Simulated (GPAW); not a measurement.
## LiHF2 (R-3m): G0W0 with GPAW, start to end

Symmetry: R-3m, No. 166, trigonal system. The conventional cell has a = 2.934 Å, b = 2.934 Å, c = 13.100 Å, α = 90.00°, β = 90.00°, γ = 120.00°. Li has 6 F at 1.99 Å nearest. Nearest to H lie 2 F at 1.14 Å. Nearest to F lie 1 H at 1.14 Å and 3 Li at 1.99 Å. Farther neighbours and most contacts between anions are not listed.

```
Li H F
1.0
     1.46698    0.84696    4.36669
    -1.46698    0.84696    4.36669
     0.00000   -1.69393    4.36669
Li H F
1 1 2
Cartesian
  0.0000 0.0000 0.0000
  0.0000 0.0000 6.5500
  0.0000 0.0000 5.4143
  0.0000 0.0000 7.6858
```

- method: DFT, LDA, plane waves, PAW (and 1 further level or step)
- program: GPAW 26.7.0
- settings of one run: cutoff 600 eV, GPAW PAW setups 1.2.1 data release, 6×6×6 k-mesh, nbands 48
- cost: 4 runs, 3.4 min in all on 4 MPI ranks of Arm Neoverse V1, shared host (the runs of this entry)
- notes: The cell and positions are those that the Materials Project relaxed with its own functionals (PBE, PBE+U or r2SCAN), kept fixed. Bands and cutoff are finite, so the gap is not at the basis limit. The miss can reach some tenths of an eV and take either sign; the mesh is an error of its own.
- LDA gap: 8.05 eV, indirect
- G0W0 gap on the mesh: 12.74 eV
- GW settings: 6×6×6 mesh, 38 bands, screening to 65 eV, Godby-Needs plasmon pole
- known limits: not at the basis limit

G0W0 moves the gap on the mesh from 8.06 eV to 12.74 eV (+4.68 eV), with Z of 0.84 and 0.90 at the edges. Only 2 of the mesh's irreducible points were corrected, so a valley elsewhere could overtake.

[Paths, hosts, dates, memory and timing lines, banners, echoed tables and standing remarks are left out of the program output.]

[Logs are printed without paths, hosts, clocks, repeated set-up lines and the standing remarks that a program may print on its own settings, such as how far it seeks lower states.]

[Runs of the session that timed out or met a known fault of the program may be left out.]

[Hosts, paths, dates, database ids (printed as entryN), source tags and the programs' standing remarks are cut or masked in the printed files.]
